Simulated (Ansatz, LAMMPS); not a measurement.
# As in place of Si at several sites of crystal/amorphous interface of Si with 5 % C on Si sites, (110) (192 atoms), part 2 of 3

At which site of crystal/amorphous interface of Si with 5 % C on Si sites, (110) (192 atoms) does As in place of Si cost least, and what about the site decides it?

Ansatz 0.2.0; Kohn-Sham DFT, PBE, PAW (set soft_2), plane waves.

The cell: 182 Si and 10 C. The starting topology of bonds comes from the classical model. Sampling is at Γ alone, for a cell whose shortest periodic width is 11 Å.

So far. Step 2 (Single point at the start): The r.m.s. force at the start is 0.66 eV/Å. Step 3 (Relaxation): The relaxation converged after 30 steps, 16.9 eV below its start, with a largest force component of 0.041 eV/Å.

### Step 5. As on a site of Si, site Si24

The site has 4 bonded neighbours (Si3C) at 2.23 Å on average, by cutoffs that count no bonds between two metal atoms or like ions, in the crystal. The change is made in the relaxed cell and the atoms are relaxed again.

input.yaml

```yaml
crystal:
  lattice:
    - [10.864, 0.0, 0.0]
    - [0.0, 15.36402, 0.0]
    - [0.0, 0.0, 23.29738]
  atoms:
    [... atom lines 1 to 20 left out ...]
    - { symbol: Si, position: [0.49902, 0.81933, 0.13622] }
    - { symbol: Si, position: [0.6219, 0.82424, 0.22176] }
    - { symbol: Si, position: [0.2489, 0.69912, 0.21464] }
    - { symbol: As, position: [0.35981, 0.71073, 0.30112] }
    - { symbol: Si, position: [0.24776, 0.94616, 0.21996] }
    - { symbol: Si, position: [0.36335, 0.95535, 0.30746] }
    - { symbol: Si, position: [0.49414, 0.83069, 0.30584] }
    [... atom lines 28 to 192 left out ...]
kpoints:
  mp_grid: { grid: [1, 1, 1] }
hamiltonian:
  xc: pbe
scf:
  occupations: { method: gaussian, width: 0.025 }
output:
  forces: true
  eigenvalues: true
relax:
  f_tol: 0.05
  max_steps: 90
```

On the command line:

```sh
> ansatz run input.yaml --threads 4 --pin off --max-ram 15872MiB --backend cpu --events-out ev --progress --plain --runs-dir out
```

What it wrote:

```text
[...]
Crystal: 192 atoms, lattice volume = 3888.676 Å³
Basis set: ecut = 420 eV, 75979 PW (Γ), exchange–correlation on 150×216×320 points (8 copies of the dense FFT grid, shifted against one another)
Bands: 582, of which v1, the nominal top of the filled ones, is band 390 counted from 1 (389 counted from 0)
Symmetry: 1 space group operations
[...]
k-points: 1
[...]
SCF iter   1: F=—  HF=-122406.311570 eV  |F-HF|=—  |Δ(HF+E_count)|=         —  Δρ=3.38e-3  dr2=1.75e0  ethr=1.77e-3  ⟨swp⟩=6.0  Hψ=2683  notcnv=0  defer=108
[...]
SCF iter   6: F=—  HF=-122406.122674 eV  |F-HF|=—  |Δ(HF+E_count)|=   1.75e-4  Δρ=3.50e-5  dr2=1.89e-4  ethr=2.70e-7  ⟨swp⟩=3.0  Hψ=801  notcnv=0  defer=186
SCF iter   7: F=-122406.122713 eV  HF=-122406.122739 eV  |F-HF|=2.57e-5  |Δ(HF+E_count)|=   6.42e-5  Δρ=1.69e-5  dr2=4.69e-5  ethr=8.02e-9  ⟨swp⟩=15.0  Hψ=4060  notcnv=0
SCF 1 converged in 7 iterations: F = -122406.122713 eV  dr2 = 4.69e-5
[...]
relax step   1: F+E_penalty+E_count = -122406.12271303 eV  Δ(F+E_penalty+E_count) = +0.000e0 eV  max|allowed force component| = 1.017e0 eV/Å  Δτ_max = 0.0000 Å  (7 SCF iters, dr2 threshold 6.25e-5 eV, accepted)
[...]
relax step   2: F+E_penalty+E_count = -122406.28209732 eV  Δ(F+E_penalty+E_count) = -1.594e-1 eV  max|allowed force component| = 5.654e-1 eV/Å  Δτ_max = 0.1142 Å  (6 SCF iters, dr2 threshold 6.46e-5 eV, accepted)
[...]
relax step   3: F+E_penalty+E_count = -122406.29970129 eV  Δ(F+E_penalty+E_count) = -1.760e-2 eV  max|allowed force component| = 2.127e-1 eV/Å  Δτ_max = 0.0190 Å  (6 SCF iters, dr2 threshold 2.00e-5 eV, accepted)
relax step   4: F+E_penalty+E_count = -122406.30264213 eV  Δ(F+E_penalty+E_count) = -2.941e-3 eV  max|allowed force component| = 3.923e-2 eV/Å  Δτ_max = 0.0080 Å  (6 SCF iters, dr2 threshold 6.40e-6 eV, accepted)
[...]
relax step   5: F+E_penalty+E_count = -122406.30264217 eV  Δ(F+E_penalty+E_count) = -3.932e-8 eV  max|allowed force component| = 3.923e-2 eV/Å  Δτ_max = 0.0000 Å  (6 SCF iters, accepted)
SCF converged after 6 iterations
Free energy (F): -122406.302642 eV
[...]
Internal energy: -122406.288321 eV  (E = F + TS)
E sigma→0 (E₀):  -122406.295481 eV
Entropy (-TS):   -0.014322 eV (-0.075 meV/atom)
Fermi energy:    5.940708 eV
[...]
Σ components = -122406.302642   (vs F -122406.302642, Δ=0.00e0)
--- Forces (eV/Å), atoms counted from 1 ---
  atom   1  Si     0.00074615     0.00130239    -0.00018526
  atom   2  Si    -0.00033205     0.00041143     0.00103354
  atom   3  Si     0.00332210    -0.00048585    -0.00701426
  atom   4  Si     0.00110818     0.00106290     0.00045919
[...]
atom 192  Si    -0.00108624     0.00118268     0.00328794
  max |Σ_I F_I| component: 4.62e-6 eV/Å
--- Band table (eV) ---
[...]
--- Relaxed structure (5 steps of the walk, 5 accepted, 0 SCFs on fresh bases) ---
  F+E_penalty+E_count = -122406.30264217 eV   max|allowed force component| = 3.923e-2 eV/Å
  atoms:
    - { symbol: Si, position: [0.253021, 0.192843, 0.051027] }
    - { symbol: Si, position: [0.374446, 0.197104, 0.134564] }
    - { symbol: Si, position: [0.513965, 0.565813, 0.127333] }
    - { symbol: Si, position: [0.619015, 0.571657, 0.216805] }
[...]
- { symbol: Si, position: [0.782704, 0.954434, 0.482377] }
```

The job ended after 5.7 min (4 threads of Arm Neoverse V2, shared host; peak memory 5.5 GiB).

The relaxation converged after 5 steps, 0.180 eV below its start, with a largest force component of 0.039 eV/Å.

Local excerpt of 10 atoms (numbers count through the whole input) about the As atom, after relaxation; x, y, z are measured from there.

```csv
atom,x,y,z,distance (Å),bonds
As24,0.00,0.00,0.00,0.00,4
C97,-0.98,0.35,1.61,1.92,3
Si27,1.47,1.90,0.14,2.40,4
Si23,-1.30,-0.21,-2.03,2.42,4
Si13,1.24,-2.12,-0.04,2.46,4
Si68,-0.61,-0.93,2.88,3.08,4
Si172,-2.36,1.55,1.92,3.42,4
C167,0.81,-2.15,2.77,3.60,3
Si54,-2.69,1.69,-1.93,3.72,4
Si26,-0.03,3.75,0.20,3.76,4
```

The largest move is 0.11 Å, by C97.

### Step 6. As on a site of Si, site Si191

The site has 4 bonded neighbours (Si4) at 2.40 Å on average, in the amorphous. 

input.yaml, the sections that differ from step 5:

```yaml
crystal:
  lattice:
    - [10.864, 0.0, 0.0]
    - [0.0, 15.36402, 0.0]
    - [0.0, 0.0, 23.29738]
  atoms:
    [... atom lines 1 to 187 left out ...]
    - { symbol: Si, position: [0.90953, 0.7558, 0.68202] }
    - { symbol: Si, position: [0.99323, 0.08074, 0.97046] }
    - { symbol: Si, position: [0.19863, 0.90613, 0.90309] }
    - { symbol: As, position: [0.11081, 0.55161, 0.71912] }
    - { symbol: Si, position: [0.78343, 0.95509, 0.48228] }
# kpoints, hamiltonian, scf, output, relax: as in step 5
```

What it wrote:

```text
[...]
Crystal: 192 atoms, lattice volume = 3888.676 Å³
Basis set: ecut = 420 eV, 75979 PW (Γ), exchange–correlation on 150×216×320 points (8 copies of the dense FFT grid, shifted against one another)
Bands: 582, of which v1, the nominal top of the filled ones, is band 390 counted from 1 (389 counted from 0)
Symmetry: 1 space group operations
[...]
k-points: 1
[...]
SCF iter   1: F=—  HF=-122406.906432 eV  |F-HF|=—  |Δ(HF+E_count)|=         —  Δρ=3.31e-3  dr2=2.56e0  ethr=1.77e-3  ⟨swp⟩=6.0  Hψ=2683  notcnv=0  defer=107
[...]
SCF iter   7: F=—  HF=-122406.687670 eV  |F-HF|=—  |Δ(HF+E_count)|=   1.47e-4  Δρ=1.91e-5  dr2=6.47e-5  ethr=2.54e-8  ⟨swp⟩=2.0  Hψ=780  notcnv=0  defer=184
SCF iter   8: F=-122406.687689 eV  HF=-122406.687689 eV  |F-HF|=8.73e-8  |Δ(HF+E_count)|=   1.99e-5  Δρ=7.74e-6  dr2=7.98e-6  ethr=8.02e-9  ⟨swp⟩=17.0  Hψ=3642  notcnv=0
SCF 1 converged in 8 iterations: F = -122406.687689 eV  dr2 = 7.98e-6
[...]
relax step   1: F+E_penalty+E_count = -122406.68768937 eV  Δ(F+E_penalty+E_count) = +0.000e0 eV  max|allowed force component| = 9.317e-1 eV/Å  Δτ_max = 0.0000 Å  (8 SCF iters, dr2 threshold 6.25e-5 eV, accepted)
[...]
relax step   2: F+E_penalty+E_count = -122406.83299425 eV  Δ(F+E_penalty+E_count) = -1.453e-1 eV  max|allowed force component| = 2.148e-1 eV/Å  Δτ_max = 0.0903 Å  (6 SCF iters, dr2 threshold 5.43e-5 eV, accepted)
[...]
relax step   3: F+E_penalty+E_count = -122406.84924498 eV  Δ(F+E_penalty+E_count) = -1.625e-2 eV  max|allowed force component| = 8.825e-2 eV/Å  Δτ_max = 0.0440 Å  (6 SCF iters, dr2 threshold 2.88e-6 eV, accepted)
relax step   4: F+E_penalty+E_count = -122406.85487499 eV  Δ(F+E_penalty+E_count) = -5.630e-3 eV  max|allowed force component| = 5.322e-2 eV/Å  Δτ_max = 0.0250 Å  (8 SCF iters, accepted)
[...]
relax step   5: F+E_penalty+E_count = -122406.85874889 eV  Δ(F+E_penalty+E_count) = -3.874e-3 eV  max|allowed force component| = 4.727e-2 eV/Å  Δτ_max = 0.0238 Å  (8 SCF iters, accepted)
SCF converged after 8 iterations
Free energy (F): -122406.858749 eV
[...]
Internal energy: -122406.844515 eV  (E = F + TS)
E sigma→0 (E₀):  -122406.851632 eV
Entropy (-TS):   -0.014234 eV (-0.074 meV/atom)
Fermi energy:    5.957051 eV
[...]
Σ components = -122406.858749   (vs F -122406.858749, Δ=0.00e0)
--- Forces (eV/Å), atoms counted from 1 ---
  atom   1  Si    -0.00102128    -0.00022873    -0.00109266
  atom   2  Si    -0.00008867    -0.00024617    -0.00079157
  atom   3  Si    -0.00031806     0.00005476    -0.00481532
  atom   4  Si     0.00356958     0.00002244     0.00273292
[...]
atom 192  Si    -0.00160025     0.00552813     0.00026944
  max |Σ_I F_I| component: 1.45e-6 eV/Å
--- Band table (eV) ---
[...]
--- Relaxed structure (5 steps of the walk, 5 accepted, 0 SCFs on fresh bases) ---
  F+E_penalty+E_count = -122406.85874889 eV   max|allowed force component| = 4.727e-2 eV/Å
  atoms:
    - { symbol: Si, position: [0.252468, 0.192797, 0.051104] }
    - { symbol: Si, position: [0.374974, 0.197310, 0.134356] }
    - { symbol: Si, position: [0.513778, 0.566444, 0.128074] }
    - { symbol: Si, position: [0.618267, 0.570852, 0.218203] }
[...]
- { symbol: Si, position: [0.782290, 0.954525, 0.482357] }
```

Run time: 5.7 min. Hardware: 4 threads; peak memory 5.6 GiB; 22 min of CPU time.

The relaxation converged after 5 steps, 0.171 eV below its start, with a largest force component of 0.047 eV/Å.

### Step 7. As on a site of Si, site Si22

The site has 4 bonded neighbours (Si4) at 2.39 Å on average, in the crystal. 

Input and log are left out; they have the form of those shown for this kind of step.

The job ended after 4.7 min (4 threads of Arm Neoverse V2, shared host; peak memory 5.5 GiB).

The relaxation converged after 4 steps, 0.187 eV below its start, with a largest force component of 0.020 eV/Å.

### Step 8. As on a site of Si, site Si44

The site has 4 bonded neighbours (Si4) at 2.37 Å on average, in the crystal. 

Input and log are left out; they have the form of those shown for this kind of step.

Wall time 7.8 min (4 threads of Arm Neoverse V2, shared host); peak memory 5.6 GiB; 30 min of CPU time.

The relaxation converged after 7 steps, 0.191 eV below its start, with a largest force component of 0.048 eV/Å.

A closer look about the As atom, after relaxation: 10 atoms, nearest first, numbered in the order of the input, with positions taken from that point.

```csv
atom,x,y,z,distance (Å),bonds
As44,0.00,0.00,0.00,0.00,4
Si1,1.47,-1.93,0.04,2.43,4
Si15,1.39,2.01,0.05,2.44,4
Si37,-1.43,0.11,1.99,2.45,4
Si87,-1.56,-0.36,-1.92,2.50,4
C152,-2.48,-2.01,-1.60,3.57,4
Si62,0.06,-3.81,0.01,3.81,4
Si34,-2.69,-1.87,1.94,3.81,4
Si46,-0.10,3.84,0.05,3.84,4
Si2,2.78,-1.79,1.99,3.86,4
```

The largest move is 0.13 Å, by Si87.

### Step 9. As on a site of Si, site Si147

The site has 4 bonded neighbours (Si4) at 2.40 Å on average, in the amorphous. 

input.yaml, the sections that differ from step 6:

```yaml
crystal:
  lattice:
    - [10.864, 0.0, 0.0]
    - [0.0, 15.36402, 0.0]
    - [0.0, 0.0, 23.29738]
  atoms:
    [... atom lines 1 to 143 left out ...]
    - { symbol: Si, position: [0.93744, 0.17379, 0.42772] }
    - { symbol: Si, position: [0.23772, 0.33513, 0.74827] }
    - { symbol: Si, position: [0.7872, 0.1132, 0.77464] }
    - { symbol: As, position: [0.72282, 0.74945, 0.53383] }
    - { symbol: Si, position: [0.07605, 0.62253, 0.88397] }
    - { symbol: Si, position: [0.93953, 0.22572, 0.80266] }
    - { symbol: Si, position: [0.68187, 0.32731, 0.92155] }
    [... atom lines 151 to 192 left out ...]
# kpoints, hamiltonian, scf, output, relax: as in step 6
```

What it wrote:

```text
[...]
Crystal: 192 atoms, lattice volume = 3888.676 Å³
Basis set: ecut = 420 eV, 75979 PW (Γ), exchange–correlation on 150×216×320 points (8 copies of the dense FFT grid, shifted against one another)
Bands: 582, of which v1, the nominal top of the filled ones, is band 390 counted from 1 (389 counted from 0)
Symmetry: 1 space group operations
[...]
k-points: 1
[...]
SCF iter   1: F=—  HF=-122406.822078 eV  |F-HF|=—  |Δ(HF+E_count)|=         —  Δρ=3.37e-3  dr2=1.86e0  ethr=1.77e-3  ⟨swp⟩=6.0  Hψ=2684  notcnv=0  defer=106
[...]
SCF iter   6: F=—  HF=-122406.626391 eV  |F-HF|=—  |Δ(HF+E_count)|=   1.28e-4  Δρ=6.60e-5  dr2=1.03e-3  ethr=1.07e-6  ⟨swp⟩=2.0  Hψ=400  notcnv=0  defer=187
SCF iter   7: F=-122406.626475 eV  HF=-122406.626469 eV  |F-HF|=5.72e-6  |Δ(HF+E_count)|=   7.79e-5  Δρ=1.19e-5  dr2=2.28e-5  ethr=8.02e-9  ⟨swp⟩=16.0  Hψ=3974  notcnv=0
SCF 1 converged in 7 iterations: F = -122406.626475 eV  dr2 = 2.28e-5
[...]
relax step   1: F+E_penalty+E_count = -122406.62647472 eV  Δ(F+E_penalty+E_count) = +0.000e0 eV  max|allowed force component| = 6.131e-1 eV/Å  Δτ_max = 0.0000 Å  (7 SCF iters, dr2 threshold 6.25e-5 eV, accepted)
[...]
relax step   2: F+E_penalty+E_count = -122406.75373366 eV  Δ(F+E_penalty+E_count) = -1.273e-1 eV  max|allowed force component| = 1.441e-1 eV/Å  Δτ_max = 0.0915 Å  (6 SCF iters, dr2 threshold 2.35e-5 eV, accepted)
[...]
relax step   3: F+E_penalty+E_count = -122406.76409371 eV  Δ(F+E_penalty+E_count) = -1.036e-2 eV  max|allowed force component| = 3.604e-2 eV/Å  Δτ_max = 0.0205 Å  (7 SCF iters, accepted)
SCF converged after 7 iterations
Free energy (F): -122406.764094 eV
[...]
Internal energy: -122406.749279 eV  (E = F + TS)
E sigma→0 (E₀):  -122406.756686 eV
Entropy (-TS):   -0.014815 eV (-0.077 meV/atom)
Fermi energy:    5.926352 eV
[...]
Σ components = -122406.764094   (vs F -122406.764094, Δ=0.00e0)
--- Forces (eV/Å), atoms counted from 1 ---
  atom   1  Si     0.00099164    -0.00037170    -0.00028877
  atom   2  Si     0.00105822     0.00154075     0.00106792
  atom   3  Si     0.00346726     0.00102018    -0.00109838
  atom   4  Si    -0.00297734    -0.00033076     0.00494884
[...]
atom 192  Si    -0.00183765     0.01194519     0.00845999
  max |Σ_I F_I| component: 5.78e-5 eV/Å
--- Band table (eV) ---
[...]
--- Relaxed structure (3 steps of the walk, 3 accepted, 0 SCFs on fresh bases) ---
  F+E_penalty+E_count = -122406.76409371 eV   max|allowed force component| = 3.604e-2 eV/Å
  atoms:
    - { symbol: Si, position: [0.252821, 0.192581, 0.051042] }
    - { symbol: Si, position: [0.374556, 0.196871, 0.134509] }
    - { symbol: Si, position: [0.513197, 0.566199, 0.128053] }
    - { symbol: Si, position: [0.617724, 0.570591, 0.218344] }
[...]
- { symbol: Si, position: [0.786279, 0.955121, 0.482796] }
```

Wall time 3.5 min (4 threads); peak memory 5.5 GiB.

The relaxation converged after 3 steps, 0.138 eV below its start, with a largest force component of 0.036 eV/Å.

Local excerpt of 15 atoms (numbers count through the whole input) about the As atom, after relaxation; x, y, z are measured from there.

```csv
atom,x,y,z,distance (Å),bonds
As147,0.00,0.00,0.00,0.00,4
Si107,-0.91,-1.54,1.57,2.38,4
Si98,-1.26,1.77,-1.15,2.46,4
Si128,1.08,1.52,1.69,2.51,5
Si171,1.65,-1.03,-1.62,2.53,4
Si102,2.58,2.07,-0.28,3.32,4
Si192,0.71,3.19,-1.19,3.48,4
Si161,0.20,-0.80,-3.49,3.59,4
Si71,-2.46,-0.05,2.76,3.69,4
Si124,0.99,-2.12,2.93,3.75,4
Si108,-0.96,1.27,-3.47,3.82,4
Si82,-1.04,1.86,3.28,3.91,4
Si134,3.65,0.28,-1.42,3.93,4
Si188,2.04,0.14,3.45,4.02,4
Si100,-3.23,2.48,0.03,4.08,4
```

The largest move is 0.09 Å, by Si107.

[end of part 2 of 3]

[Long decimals in the printed logs are rounded to 6 places.]

[Logs are printed without paths, hosts, clocks, repeated set-up lines and the standing remarks that a program may print on its own settings, such as how far it seeks lower states.]

[Hosts, paths, dates, database ids (printed as entryN), source tags and the programs' standing remarks are cut or masked in the printed files.]
